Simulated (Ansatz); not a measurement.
# K on Pd(111): change of the work function, part 2 of 3

How does K on the fcc site change the work function of Pd(111) as the layer fills?

Ansatz 0.2.0; plane-wave DFT, PBE, Ansatz PAW.

So far, work function, upper face (eV): step 2 (the clean slab) 5.27.

### Step 3. The covered slab, k-mesh 4×4×1, coverage 0.111 ML

System of this step: KPd36 (K/Pd(111)). The cell holds 37 atoms: 36 Pd and 1 K. Cell: a = 8.252 Å, b = 8.252 Å, c = 27.988 Å, α = 90.0°, β = 90.0°, γ = 60.0°. Vacuum lies along c.

The clean slab as it ended is repeated in the plane and the adsorbate is set on one face; the cell's size fixes the coverage, and the k-mesh shrinks with it to keep the sampling density about even. Adsorbate and upper layers relax, since the dipole depends on the height.

Contents of input.yaml:

```yaml
crystal:
  lattice:
    - [8.2519361365, 0.0, 0.0]
    - [4.1259680682, 7.1463863246, 0.0]
    - [0.0, 0.0, 27.9879317293]
  atoms:
    - { symbol: Pd, position: [0.0, 0.0, 0.32156717] }
    - { symbol: Pd, position: [0.1111111111, 0.1111111111, 0.4018122045] }
    - { symbol: Pd, position: [0.2222222222, 0.2222222222, 0.4837758259] }
    - { symbol: Pd, position: [0.0, 0.0, 0.5660875729] }
    - { symbol: Pd, position: [0.0, 0.3333333333, 0.32156717] }
    - { symbol: Pd, position: [0.1111111111, 0.4444444444, 0.4018122045] }
    - { symbol: Pd, position: [0.2222222222, 0.5555555556, 0.4837758259] }
    - { symbol: Pd, position: [0.0, 0.3333333333, 0.5660875729] }
    - { symbol: Pd, position: [0.0, 0.6666666667, 0.32156717] }
    - { symbol: Pd, position: [0.1111111111, 0.7777777778, 0.4018122045] }
    - { symbol: Pd, position: [0.2222222222, 0.8888888889, 0.4837758259] }
    - { symbol: Pd, position: [0.0, 0.6666666667, 0.5660875729] }
    - { symbol: Pd, position: [0.3333333333, 0.0, 0.32156717] }
    - { symbol: Pd, position: [0.4444444444, 0.1111111111, 0.4018122045] }
    - { symbol: Pd, position: [0.5555555556, 0.2222222222, 0.4837758259] }
    - { symbol: Pd, position: [0.3333333333, 0.0, 0.5660875729] }
    - { symbol: Pd, position: [0.3333333333, 0.3333333333, 0.32156717] }
    - { symbol: Pd, position: [0.4444444444, 0.4444444444, 0.4018122045] }
    - { symbol: Pd, position: [0.5555555556, 0.5555555556, 0.4837758259] }
    - { symbol: Pd, position: [0.3333333333, 0.3333333333, 0.5660875729] }
    - { symbol: Pd, position: [0.3333333333, 0.6666666667, 0.32156717] }
    - { symbol: Pd, position: [0.4444444444, 0.7777777778, 0.4018122045] }
    - { symbol: Pd, position: [0.5555555556, 0.8888888889, 0.4837758259] }
    - { symbol: Pd, position: [0.3333333333, 0.6666666667, 0.5660875729] }
    - { symbol: Pd, position: [0.6666666667, 0.0, 0.32156717] }
    - { symbol: Pd, position: [0.7777777778, 0.1111111111, 0.4018122045] }
    - { symbol: Pd, position: [0.8888888889, 0.2222222222, 0.4837758259] }
    - { symbol: Pd, position: [0.6666666667, 0.0, 0.5660875729] }
    - { symbol: Pd, position: [0.6666666667, 0.3333333333, 0.32156717] }
    - { symbol: Pd, position: [0.7777777778, 0.4444444444, 0.4018122045] }
    - { symbol: Pd, position: [0.8888888889, 0.5555555556, 0.4837758259] }
    - { symbol: Pd, position: [0.6666666667, 0.3333333333, 0.5660875729] }
    - { symbol: Pd, position: [0.6666666667, 0.6666666667, 0.32156717] }
    - { symbol: Pd, position: [0.7777777778, 0.7777777778, 0.4018122045] }
    - { symbol: Pd, position: [0.8888888889, 0.8888888889, 0.4837758259] }
    - { symbol: Pd, position: [0.6666666667, 0.6666666667, 0.5660875729] }
    - { symbol: K, position: [0.1111111111, 0.1111111111, 0.67843283] }
kpoints:
  mp_grid: { grid: [4, 4, 1] }
hamiltonian:
  xc: pbe
scf:
  occupations: { method: fermi_dirac, width: 0.1 }
  convergence: { dr2_threshold: 1.0e-08 }
efield:
  axis: 3
  dipole_correction: true
  ramp_position: 0.97
  ramp_width: 0.06
relax:
  f_tol: 0.02
  max_steps: 60
  constraints:
    - { sites: [0, 1, 4, 5, 8, 9, 12, 13, 16, 17, 20, 21, 24, 25, 28, 29, 32, 33] }
output:
  write_potential: true
  write_density: true
  volumetric_format: npy
```

On the command line:

```console
ansatz run input.yaml --threads 4 --pin off --max-ram 16384MiB --backend cpu --events-out ev --progress --plain --runs-dir out
```

Numbers of over 12 decimals in the logs are rounded to 6 here.

Output:

```text
[...]
Crystal: 37 atoms, lattice volume = 1650.491 Å³
Basis set: ecut = 420 eV, 32283 PW (Γ), exchange–correlation on 120×120×384 points (8 copies of the dense FFT grid, shifted against one another)
Bands: 395, of which v1, the nominal top of the filled ones, is band 329 counted from 1 (328 counted from 0)
Symmetry: 6 space group operations
[...]
k-points: 4 of 16 (time reversal used)
[...]
SCF iter   1: F=—  HF=-252553.487976 eV  |F-HF|=—  |Δ(HF+E_count)|=         —  Δρ=1.01e-2  dr2=1.26e1  ethr=1.77e-3  p=1.198 e·Å  D=1.31e-1 V/Å  ΔV_dip=-3.68 eV  dr2_dipole=6.48e-2  V_vac-E_F(+/−)=1.22/4.90 eV  ⟨swp⟩=7.0  Hψ=6487  notcnv=0  defer=83
[...]
SCF iter  13: F=-252553.203121 eV  HF=-252553.203121 eV  |F-HF|=2.30e-9  |Δ(HF+E_count)|=   6.68e-8  Δρ=4.00e-7  dr2=7.46e-9  ethr=1.52e-12  p=1.173 e·Å  D=1.29e-1 V/Å  ΔV_dip=-3.60 eV  dr2_dipole=2.32e-10  V_vac-E_F(+/−)=1.66/5.26 eV  ⟨swp⟩=8.0  Hψ=9245  notcnv=0
SCF 1 converged in 13 iterations: F = -252553.203121 eV  dr2 = 7.46e-9
[...]
relax step   1: F+E_penalty+E_count = -252553.20312088 eV  Δ(F+E_penalty+E_count) = +0.000e0 eV  max|allowed force component| = 7.922e-1 eV/Å  Δτ_max = 0.0000 Å  (13 SCF iters, accepted)
[...]
SCF iter   1: F=—  HF=-252553.318627 eV  |F-HF|=—  |Δ(HF+E_count)|=         —  Δρ=2.08e-3  dr2=1.98e-1  ethr=2.37e-5  p=1.173 e·Å  D=1.29e-1 V/Å  ΔV_dip=-3.60 eV  dr2_dipole=5.89e-2  V_vac-E_F(+/−)=1.67/5.27 eV  ⟨swp⟩=2.0  Hψ=5543  notcnv=0  defer=141
[...]
eigensolver tolerance schedule calibrated: the retry pair's looser diagonalisation under-reported the residual by θ = 0.21 (0.10/decade); ethr = c·dr2/N_el runs at the constant in force after the calibration composes with the one it found (an armed cap, an earlier calibration), c = 9.8e-2
[...]
SCF iter   2: F=—  HF=-252553.320700 eV  |F-HF|=—  |Δ(HF+E_count)|=   2.07e-3  Δρ=1.42e-3  dr2=6.81e-2  ethr=2.37e-5  p=1.127 e·Å  D=1.24e-1 V/Å  ΔV_dip=-3.46 eV  dr2_dipole=1.05e-2  V_vac-E_F(+/−)=1.80/5.26 eV  ⟨swp⟩=2.5  Hψ=2735  notcnv=0  defer=141
[...]
SCF iter  12: F=-252553.309391 eV  HF=-252553.309391 eV  |F-HF|=6.46e-9  |Δ(HF+E_count)|=   1.00e-8  Δρ=3.47e-7  dr2=5.58e-9  ethr=1.49e-12  p=1.104 e·Å  D=1.21e-1 V/Å  ΔV_dip=-3.39 eV  dr2_dipole=8.10e-11  V_vac-E_F(+/−)=1.87/5.26 eV  ⟨swp⟩=8.0  Hψ=9112  notcnv=0
SCF 2 converged in 12 iterations: F = -252553.309391 eV  dr2 = 5.58e-9
[...]
relax step   2: F+E_penalty+E_count = -252553.30939085 eV  Δ(F+E_penalty+E_count) = -1.063e-1 eV  max|allowed force component| = 6.180e-1 eV/Å  Δτ_max = 0.1469 Å  (12 SCF iters, accepted)
SCF iter   1: F=—  HF=-252553.398765 eV  |F-HF|=—  |Δ(HF+E_count)|=         —  Δρ=1.52e-3  dr2=1.72e-1  ethr=4.12e-4  p=1.104 e·Å  D=1.21e-1 V/Å  ΔV_dip=-3.39 eV  dr2_dipole=5.62e-2  V_vac-E_F(+/−)=1.88/5.27 eV  ⟨swp⟩=5.0  Hψ=3734  notcnv=0  defer=139
[...]
SCF iter  12: F=-252553.399191 eV  HF=-252553.399191 eV  |F-HF|=1.59e-8  |Δ(HF+E_count)|=   5.50e-8  Δρ=4.58e-7  dr2=6.72e-9  ethr=1.52e-12  p=1.001 e·Å  D=1.10e-1 V/Å  ΔV_dip=-3.07 eV  dr2_dipole=7.46e-11  V_vac-E_F(+/−)=2.19/5.26 eV  ⟨swp⟩=7.0  Hψ=9484  notcnv=0
SCF 3 converged in 12 iterations: F = -252553.399191 eV  dr2 = 6.72e-9
relax step   3: F+E_penalty+E_count = -252553.39919068 eV  Δ(F+E_penalty+E_count) = -8.980e-2 eV  max|allowed force component| = 2.058e-1 eV/Å  Δτ_max = 0.1990 Å  (12 SCF iters, accepted)
[...]
relax step   4: F+E_penalty+E_count = -252553.40777744 eV  Δ(F+E_penalty+E_count) = -8.587e-3 eV  max|allowed force component| = 8.812e-2 eV/Å  Δτ_max = 0.1334 Å  (12 SCF iters, accepted)
[...]
relax step   5: F+E_penalty+E_count = -252553.40920994 eV  Δ(F+E_penalty+E_count) = -1.433e-3 eV  max|allowed force component| = 2.377e-2 eV/Å  Δτ_max = 0.0497 Å  (11 SCF iters, accepted)
SCF iter   1: F=—  HF=-252553.407410 eV  |F-HF|=—  |Δ(HF+E_count)|=         —  Δρ=2.49e-4  dr2=1.16e-3  ethr=2.33e-6  p=0.961 e·Å  D=1.05e-1 V/Å  ΔV_dip=-2.95 eV  dr2_dipole=3.06e-5  V_vac-E_F(+/−)=2.31/5.26 eV  ⟨swp⟩=3.0  Hψ=3387  notcnv=0  defer=150
[...]
SCF iter   9: F=-252553.409463 eV  HF=-252553.409463 eV  |F-HF|=6.23e-9  |Δ(HF+E_count)|=   2.24e-8  Δρ=4.05e-7  dr2=8.25e-9  ethr=1.52e-12  p=0.956 e·Å  D=1.05e-1 V/Å  ΔV_dip=-2.93 eV  dr2_dipole=4.46e-10  V_vac-E_F(+/−)=2.32/5.26 eV  ⟨swp⟩=8.0  Hψ=9198  notcnv=0
SCF 6 converged in 9 iterations: F = -252553.409463 eV  dr2 = 8.25e-9
relax step   6: F+E_penalty+E_count = -252553.40946329 eV  Δ(F+E_penalty+E_count) = -2.533e-4 eV  max|allowed force component| = 1.972e-3 eV/Å  Δτ_max = 0.0127 Å  (9 SCF iters, accepted)
NSCF: frozen V_eff on 4 k-points
[...]
WARN: The output density's exchange-correlation potential varies sharply where the density is thin. Do not read a vacuum level from v_tot or v_xc, or from such a field of the output density. On a cell that repeats whose density bears no net charge and no dipole along the vacuum's axis use v_es (v_loc + v_h of the components); under efield.dipole_correction with no amplitude use v_es + v_field, which holds any externa [...]
SCF converged after 9 iterations
Free energy (F): -252553.409463 eV
[...]
Internal energy: -252550.973966 eV  (E = F + TS)
E sigma→0 (E₀):  -252552.191714 eV
Entropy (-TS):   -2.435498 eV (-65.824 meV/atom)
Fermi energy:    3.983289 eV
Dipole field:    D = 0.104844 V/Å  (p = 0.956302 e·Å, saw-weighted, corrected)
Work function:   Φ+ = 2.3235 eV   Φ− = 5.2578 eV
[...]
--- Forces (eV/Å), atoms counted from 1 ---
  atom   1  Pd     0.00499084     0.00288147    -0.31006444
  atom   2  Pd     0.00000000     0.00000000     0.30201907
  atom   3  Pd    -0.00006251    -0.00003609     0.00010230
  atom   4  Pd     0.00063395     0.00036601     0.00172711
  atom   5  Pd     0.00000000    -0.00576293    -0.31006444
  atom   6  Pd     0.01341415     0.01233279     0.30811643
  atom   7  Pd     0.00009237    -0.00005333     0.00040430
  atom   8  Pd     0.00000000    -0.00073203     0.00172711
  atom   9  Pd     0.00275403    -0.00159004    -0.30267528
  atom  10  Pd    -0.00397344    -0.01778339     0.30811643
  atom  11  Pd    -0.00000000     0.00007218     0.00010230
  atom  12  Pd     0.00053831    -0.00031079     0.00066870
  atom  13  Pd    -0.00499084     0.00288147    -0.31006444
  atom  14  Pd     0.01738759     0.00545060     0.30811643
  atom  15  Pd    -0.00000000     0.00010666     0.00040430
  atom  16  Pd    -0.00063395     0.00036601     0.00172711
  atom  17  Pd     0.00006015     0.00003473    -0.30960928
  atom  18  Pd     0.00000000     0.00000000     0.36469434
  atom  19  Pd    -0.00009237    -0.00005333     0.00040430
  atom  20  Pd    -0.00031710    -0.00018308     0.00005344
  atom  21  Pd     0.00000000    -0.00006946    -0.30960928
  atom  22  Pd     0.00397344    -0.01778339     0.30811643
  atom  23  Pd     0.00012814    -0.00007398    -0.00085680
  atom  24  Pd    -0.00000000     0.00036616     0.00005344
  atom  25  Pd    -0.00000000     0.00318008    -0.30267528
  atom  26  Pd    -0.01738759     0.00545060     0.30811643
  atom  27  Pd     0.00006251    -0.00003609     0.00010230
  atom  28  Pd    -0.00000000     0.00062159     0.00066870
  atom  29  Pd    -0.00006015     0.00003473    -0.30960928
  atom  30  Pd    -0.01341415     0.01233279     0.30811643
  atom  31  Pd    -0.00000000     0.00014796    -0.00085680
  atom  32  Pd     0.00031710    -0.00018308     0.00005344
  atom  33  Pd    -0.00275403    -0.00159004    -0.30267528
  atom  34  Pd     0.00000000     0.00000000     0.24729690
  atom  35  Pd    -0.00012814    -0.00007398    -0.00085680
  atom  36  Pd    -0.00053831    -0.00031079     0.00066870
  atom  37  K     -0.00000000     0.00000000    -0.00197153
  max |Σ_I F_I| component: 1.24e-5 eV/Å
--- Band table (eV) ---
  k-point 0: bands = [... 325 lower, 3.7258, 3.7258, 3.7410, 3.7429, 3.7587, 3.7799, 3.7799, 3.7909, ... 62 higher]
  k-point 1: bands = [... 325 lower, 3.8386, 3.8405, 3.8508, 3.8905, 3.9234, 3.9801, 3.9802, 3.9944, ... 62 higher]
  k-point 2: bands = [... 325 lower, 3.9423, 3.9493, 3.9509, 4.0109, 4.0404, 4.0435, 4.1433, 4.1441, ... 62 higher]
  k-point 3: bands = [... 325 lower, 3.9630, 3.9734, 3.9995, 4.0013, 4.0289, 4.0325, 4.0443, 4.1469, ... 62 higher]
--- Relaxed structure (6 steps of the walk, 6 accepted, 0 SCFs on fresh bases) ---
  F+E_penalty+E_count = -252553.40946329 eV   max|allowed force component| = 1.972e-3 eV/Å
  atoms:
    - { symbol: Pd, position: [1.1111113280699722e-11, 1.1111113280699722e-11, 0.32156717] }
    - { symbol: Pd, position: [0.111111, 0.111111, 0.401812] }
    - { symbol: Pd, position: [0.222532, 0.222532, 0.483710] }
    - { symbol: Pd, position: [-0.000743684, -0.000743684, 0.565543] }
    - { symbol: Pd, position: [1.1111112030448567e-11, 0.333333, 0.32156717] }
    - { symbol: Pd, position: [0.111111, 0.444444, 0.401812] }
    - { symbol: Pd, position: [0.222339, 0.555497, 0.484325] }
    - { symbol: Pd, position: [-0.000743684, 0.334821, 0.565543] }
    - { symbol: Pd, position: [-2.2222224060897133e-11, 0.666667, 0.32156717] }
    - { symbol: Pd, position: [0.111111, 0.777778, 0.401812] }
    - { symbol: Pd, position: [0.222532, 0.888270, 0.483710] }
    - { symbol: Pd, position: [-3.416711485004775e-5, 0.666684, 0.566928] }
    - { symbol: Pd, position: [0.333333, 1.1111113280699722e-11, 0.32156717] }
    - { symbol: Pd, position: [0.444444, 0.111111, 0.401812] }
    - { symbol: Pd, position: [0.555497, 0.222339, 0.484325] }
    - { symbol: Pd, position: [0.334821, -0.000743684, 0.565543] }
    - { symbol: Pd, position: [0.333333, 0.333333, 0.32156717] }
    - { symbol: Pd, position: [0.444444, 0.444444, 0.401812] }
    - { symbol: Pd, position: [0.555497, 0.555497, 0.484325] }
    - { symbol: Pd, position: [0.333184, 0.333184, 0.567282] }
    - { symbol: Pd, position: [0.333333, 0.666667, 0.32156717] }
    - { symbol: Pd, position: [0.444444, 0.777778, 0.401812] }
    - { symbol: Pd, position: [0.556343, 0.888495, 0.483789] }
    - { symbol: Pd, position: [0.333184, 0.666965, 0.567282] }
    - { symbol: Pd, position: [0.666667, -2.2222204306928902e-11, 0.32156717] }
    - { symbol: Pd, position: [0.777778, 0.111111, 0.401812] }
    - { symbol: Pd, position: [0.888270, 0.222532, 0.483710] }
    - { symbol: Pd, position: [0.666684, -3.416711485011524e-5, 0.566928] }
    - { symbol: Pd, position: [0.666667, 0.333333, 0.32156717] }
    - { symbol: Pd, position: [0.777778, 0.444444, 0.401812] }
    - { symbol: Pd, position: [0.888495, 0.556343, 0.483789] }
    - { symbol: Pd, position: [0.666965, 0.333184, 0.567282] }
    - { symbol: Pd, position: [0.666667, 0.666667, 0.32156717] }
    - { symbol: Pd, position: [0.777778, 0.777778, 0.401812] }
    - { symbol: Pd, position: [0.888495, 0.888495, 0.483789] }
    - { symbol: Pd, position: [0.666684, 0.666684, 0.566928] }
    - { symbol: K, position: [0.111111, 0.111111, 0.662633] }
```

Wall time 18 min (4 threads of Arm Neoverse V1, shared host); peak memory 11 GiB.

Relaxation path:

```tsv
step	energy less that of the first step (eV)	largest force component (eV/Å)
1	0.0000	0.7922
2	-0.1063	0.6180
3	-0.1961	0.2058
4	-0.2047	0.0881
5	-0.2061	0.0238
6	-0.2063	0.0020
```

Forces are held to the 6 operations that the run works with; a distortion that breaks them can't arise in this run.

The atoms that moved most (Å):

```tsv
atom	dx	dy	dz	length
K37	0.000	0.000	-0.442	0.442
Pd32	0.002	-0.001	0.033	0.033
Pd24	0.000	0.002	0.033	0.033
Pd20	-0.002	-0.001	0.033	0.033
Pd36	0.000	0.000	0.024	0.024
Pd28	0.000	0.000	0.024	0.024
Pd12	0.000	0.000	0.024	0.024
Pd8	0.000	0.011	-0.015	0.019
```

Final coordinates:

```xyz
37
Lattice="8.2519 0.0000 0.0000 4.1260 7.1464 0.0000 0.0000 0.0000 27.9879" Properties=species:S:1:pos:R:3
Pd    0.0000    0.0000    9.0000
Pd    1.3753    0.7940   11.2459
Pd    2.7545    1.5903   13.5380
Pd   -0.0092   -0.0053   15.8284
Pd    1.3753    2.3821    9.0000
Pd    2.7506    3.1762   11.2459
Pd    4.1267    3.9698   13.5552
Pd    1.3753    2.3928   15.8284
Pd    2.7506    4.7643    9.0000
Pd    4.1260    5.5583   11.2459
Pd    5.5013    6.3479   13.5380
Pd    2.7504    4.7644   15.8671
Pd    2.7506    0.0000    9.0000
Pd    4.1260    0.7940   11.2459
Pd    5.5013    1.5889   13.5552
Pd    2.7599   -0.0053   15.8284
Pd    4.1260    2.3821    9.0000
Pd    5.5013    3.1762   11.2459
Pd    6.8759    3.9698   13.5552
Pd    4.1241    2.3811   15.8770
Pd    5.5013    4.7643    9.0000
Pd    6.8766    5.5583   11.2459
Pd    8.2568    6.3495   13.5403
Pd    5.5013    4.7664   15.8770
Pd    5.5013    0.0000    9.0000
Pd    6.8766    0.7940   11.2459
Pd    8.2481    1.5903   13.5380
Pd    5.5013   -0.0002   15.8671
Pd    6.8766    2.3821    9.0000
Pd    8.2519    3.1762   11.2459
Pd    9.6273    3.9758   13.5403
Pd    6.8785    2.3811   15.8770
Pd    8.2519    4.7643    9.0000
Pd    9.6273    5.5583   11.2459
Pd   10.9977    6.3495   13.5403
Pd    8.2521    4.7644   15.8671
K     1.3753    0.7940   18.5457
```

This step gave:

| Quantity | Value |
| --- | --- |
| energy at zero smearing | -252552.1917 eV |
| work function, upper face | 2.323 eV |
| work function, lower face | 5.258 eV |
| dipole along the normal | 0.9563 e·Å |
| step between the vacuum levels | -2.934 eV |

Running mean over 2.246 Å of the planar mean; the ramp of the sawtooth is left out. Electron's electrostatic potential energy less the Fermi level against z:

```tsv
z (Å)	electron's electrostatic potential energy less the Fermi level (eV)
4	5.26
5	5.25
6	5.20
7	4.41
8	-3.11
9	-8.25
10	-8.48
11	-8.56
12	-8.20
13	-8.32
14	-8.26
15	-7.87
16	-8.06
17	-2.26
18	2.35
19	1.86
20	2.13
21	2.31
22	2.32
23	2.32
24	2.32
```

The relaxation took 6 steps and lowered the energy by 0.21 eV; the largest force on the free atoms ends at 0.0020 eV/Å.

The covered face has 2.32 eV, -2.94 eV against the clean one; the bare back face has moved by +0.01 eV, a measure of how thin the slab is.

(Part 2 of 3 ends here.)

[Logs are printed without paths, hosts, clocks, repeated set-up lines and the standing remarks that a program may print on its own settings, such as how far it seeks lower states.]

[Hosts, paths, dates, database ids (printed as entryN), source tags and the programs' standing remarks are cut or masked in the printed files.]

[Maps of the electrostatic potential energy from Ansatz leave out the sawtooth potential of an applied field or a dipole correction, so their vacuum need not be flat; planar profiles and work functions include it.]
